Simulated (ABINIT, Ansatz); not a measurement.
# CdSe (Cadmoselite): one start, several treatments of the self-energy

Wanted: the gap of CdSe (Cadmoselite) under several approximations, with cost.

Program: ABINIT 10.8.3. Level of theory: PBE and many-body steps on it, plane waves. Results are calculated unless marked as measured.

Most raw output is cut from this account.

The database entry behind the starting cell differs from later determinations by our own check (inner coordinate of an old entry), so it need not match the best structure at ambient conditions.

## (1) The structure

The structure is hexagonal, space group P6_3mc (No. 186). Conventional cell: a = 4.300 Å, b = 4.300 Å, c = 7.020 Å, α = 90.00°, β = 90.00°, γ = 120.00°. Nearest to Cd lie 4 Se at 2.61 to 2.70 Å. Nearest to Se lie 4 Cd at 2.61 to 2.70 Å. Farther neighbours and most contacts between anions are not listed.

The cell and positions come from the Crystallography Open Database and are kept as given unless a step says otherwise.

## (2) Empty states on the mesh, 3×3×2 mesh, 415 bands

This step: ABINIT 10.8.3; DFT, PBE, plane waves, norm-conserving pseudopotentials.

The sums over transitions need many empty states on a uniform mesh; this step solves for them.

File run.abi:

```
acell 3*1.0 Angstrom
rprim 
  4.300000000016 -0.000000000004 0.000000000000
  -2.150000000005 3.723909236288 0.000000000000
  0.000000000000 0.000000000000 7.020000000000
ntypat 2
znucl 48 34
natom 4
typat 1 1 2 2
xred 
  0.333333333333 0.666666666667 0.000000000000
  0.666666666667 0.333333333333 0.500000000000
  0.333333333333 0.666666666667 0.385000000000
  0.666666666667 0.333333333333 0.885000000000
pp_dirpath "pseudos"
pseudos "Cd.upf, Se.upf"
ecut 48
ngkpt 3 3 2
nshiftk 1
shiftk 0 0 0
kptopt 1
chksymbreak 0
iscf -2
irdden 1
istwfk *1
nband 415
nbdbuf 36
tolwfr 1e-09
nstep 60
prtvol 0
indata_prefix "in"
outdata_prefix "out"
tmpdata_prefix "tmp"
```

The run is started by

```
OMP_NUM_THREADS=1 mpirun -n 4 abinit run.abi > log
```

Elapsed: 15 min, on 4 MPI ranks of Intel Xeon Platinum 8375C at 2.90GHz (Ice Lake), shared host; peak memory 0.92 GiB.

Numbers from this step:

* gap: 0.6773 eV
* k of the valence top: 0, 0, 0
* k of the conduction bottom: 0, 0, 0
* least direct gap: 0.6773 eV
* k points computed: 6
* lowest point of the top converged band, above the valence top: 112.1664 eV

On this mesh the gap is 0.677 eV.

The density comes from a self-consistent run that is not shown.

## (3) Screening, 3×3×2 mesh, 180 bands, screening to 141.5 eV

The RPA dielectric matrix is built and inverted for each q.

This step: RPA screening on PBE, plane waves, norm-conserving pseudopotentials.

Edit run.abi of step 2 so:

```diff
@@ -22,10 +22,11 @@
 chksymbreak 0
-iscf -2
-irdden 1
 istwfk *1
-nband 415
-nbdbuf 36
-tolwfr 1e-09
-nstep 60
-prtvol 0
+occopt 1
+irdwfk 1
+optdriver 3
+nband 180
+ecuteps 5.2
+inclvkb 2
+awtr 1
+symchi 1
 indata_prefix "in"
```

Elapsed: 2.8 min, on 4 MPI ranks; peak memory 2.4 GiB; 11 min of CPU time.

This step gave:

```
ε∞ with local fields, on this mesh, along the program's q direction : 49.40
the same without local fields                                       : 51.80
plasma frequency                                                    : 32.85 eV
plane waves in the screening matrix                                 : 403
```

Local fields lower ε∞ by 5 %. On a Γ-centred mesh this coarse the value itself is usually too large, while a short band sum pulls it down.

## (4) G0W0, Godby-Needs plasmon pole

The self-energy is evaluated for the states that the input lists, and the levels follow from it, in one-shot runs by the linearised quasiparticle equation.

This step: G0W0 on PBE, plane waves, norm-conserving pseudopotentials.

Edit run.abi of step 3 so:

```diff
@@ -25,8 +25,15 @@
 irdwfk 1
-optdriver 3
+optdriver 4
 nband 180
+gwcalctyp 0
+ecutsigx 48
+symsigma 1
+nkptgw 1
+kptgw 
+  0.0000000000 0.0000000000 0.0000000000
+bdgw 
+  43 46
 ecuteps 5.2
-inclvkb 2
-awtr 1
-symchi 1
+irdscr 1
+ppmodel 1
 indata_prefix "in"
```

It took 14 s on 4 MPI ranks; peak memory 1.9 GiB.

Numbers from this step:

- G0W0 gap on the points computed: 1.208 eV
- starting gap on the mesh: 0.6773 eV
- k of the valence top: 0, 0, 0
- k of the conduction bottom: 0, 0, 0
- Z at the valence top: 0.796
- Z at the conduction bottom: 0.818
- least direct G0W0 gap on the computed points: 1.208 eV

The gap on the mesh goes from 0.68 eV to 1.21 eV, a correction of +0.53 eV.

## (5) G0W0, Engel-Farid plasmon pole

Edit run.abi of step 4 so:

```diff
@@ -37,3 +37,3 @@
 irdscr 1
-ppmodel 1
+ppmodel 4
 indata_prefix "in"
```

It took 11 s on 4 MPI ranks; peak memory 1.8 GiB; 44 s of CPU time.

Numbers from this step:

```yaml
g0w0_gap_on_the_points_computed: 1.149 eV
starting_gap_on_the_mesh: 0.6773 eV
k_of_the_valence_top: 0, 0, 0
k_of_the_conduction_bottom: 0, 0, 0
z_at_the_valence_top: 0.799
z_at_the_conduction_bottom: 0.821
least_direct_g0w0_gap_on_the_computed_points: 1.149 eV
```

Against G0W0 in ABINIT (3×3×2 mesh, 180 bands, screening to 141.5 eV, Godby-Needs plasmon pole), the gap moves by −0.059 eV.

## (6) G0W0, von der Linden-Horsch plasmon pole

Edit run.abi of step 5 so:

```diff
@@ -37,3 +37,3 @@
 irdscr 1
-ppmodel 4
+ppmodel 3
 indata_prefix "in"
```

It took 12 s on 4 MPI ranks; peak memory 1.9 GiB; 47 s of CPU time.

This step gave:

```yaml
g0w0_gap_on_the_points_computed: 1.169 eV
starting_gap_on_the_mesh: 0.6773 eV
k_of_the_valence_top: 0, 0, 0
k_of_the_conduction_bottom: 0, 0, 0
least_direct_g0w0_gap_on_the_computed_points: 1.169 eV
```

Against G0W0 in ABINIT (3×3×2 mesh, 180 bands, screening to 141.5 eV, Godby-Needs plasmon pole), the gap moves by −0.039 eV.

## (7) One-shot Hartree-Fock

This step: one-shot Hartree-Fock on PBE, plane waves, norm-conserving pseudopotentials.

Edit run.abi of step 6 so:

```diff
@@ -26,4 +26,4 @@
 optdriver 4
-nband 180
-gwcalctyp 0
+nband 48
+gwcalctyp 5
 ecutsigx 48
@@ -35,5 +35,4 @@
   43 46
-ecuteps 5.2
-irdscr 1
-ppmodel 3
+ixc_sigma 40
+fftgw 31
 indata_prefix "in"
```

The job ended after 5.5 s (4 MPI ranks; peak memory 0.47 GiB; 21 s of CPU time).

Numbers from this step:

* quasiparticle gap on the points computed: 6.99 eV
* starting gap on the mesh: 0.6773 eV
* k of the valence top: 0, 0, 0
* k of the conduction bottom: 0, 0, 0
* least direct quasiparticle gap on the computed points: 6.99 eV

Against G0W0 in ABINIT (3×3×2 mesh, 180 bands, screening to 141.5 eV, Godby-Needs plasmon pole), the gap moves by +5.782 eV.

## (8) Side by side

Times are wall times on 4 MPI ranks of Intel Xeon Platinum 8375C at 2.90GHz (Ice Lake), shared host, good to a factor of about two. A run's time includes the screening step that it read.

| run | mesh | bands | screening cutoff (eV) | DFT gap (eV) | gap on the mesh (eV) | direct (eV) | ε∞ used | time |
| --- | --- | --- | --- | --- | --- | --- | --- | --- |
| G0W0, Godby-Needs plasmon pole | 3×3×2 | 180 | 141.5 | 0.677 | 1.208 | 1.208 | 49.40 | 3 min |
| G0W0, Engel-Farid plasmon pole | 3×3×2 | 180 | 141.5 | 0.677 | 1.149 | 1.149 | 49.40 | 3 min |
| G0W0, von der Linden-Horsch plasmon pole | 3×3×2 | 180 | 141.5 | 0.677 | 1.169 | 1.169 | 49.40 | 3 min |
| one-shot Hartree-Fock | 3×3×2 | - | - | 0.677 | 6.990 | 6.990 | - | 5.5 s |

## (9) Summary of results

```json
{"G0W0, Godby-Needs plasmon pole": "1.208 eV", "G0W0, Engel-Farid plasmon pole": "1.149 eV", "G0W0, von der Linden-Horsch plasmon pole": "1.169 eV", "one-shot Hartree-Fock": "6.990 eV", "known limits": "not at the basis limit; mesh may overstate the screening; no spin-orbit coupling; coarse k mesh"}
```

G0W0, Engel-Farid plasmon pole: −0.059 eV against G0W0, Godby-Needs plasmon pole. G0W0, von der Linden-Horsch plasmon pole: −0.039 eV against G0W0, Godby-Needs plasmon pole. One-shot Hartree-Fock: +5.782 eV against G0W0, Godby-Needs plasmon pole. Bare exchange alone opens the gap to 6.99 eV; against G0W0, correlation takes back 5.78 eV. Bands and cutoff are finite, so the gap is not at the basis limit. The miss can reach some tenths of an eV and take either sign; the mesh is an error of its own. In the G0W0 runs levels were corrected at 1 k point alone, so a gap called «on the mesh» is the least over those, and an edge elsewhere would be missed. The 3×3×2 mesh is coarse for this cell, which bears on the long-range parts of exchange and screening. For the PBE start: The RPA ε∞ on this mesh reaches over 25; with a narrow direct gap a coarse mesh can overstate it, and the correction is then too small. The many-body steps are scalar-relativistic: spin-orbit coupling is not in them.

[Paths, hosts, dates, memory and timing lines, banners, echoed tables and standing remarks are left out of the program output.]

[Logs are printed without paths, hosts, clocks, repeated set-up lines and the standing remarks that a program may print on its own settings, such as how far it seeks lower states.]

[Runs of the session that timed out or met a known fault of the program may be left out.]

[Hosts, paths, dates, database ids (printed as entryN), source tags and the programs' standing remarks are cut or masked in the printed files.]

[G0W0 gaps are taken among the corrected bands and points alone; a level outside them can change the order at an edge.]

[Where Ansatz stands beside ABINIT at settings called matched, ABINIT's density can come from a denser mesh and the files from another edition; pairs whose starting gaps differed by over 0.03 eV were left out, so agreement reads better than it is.]
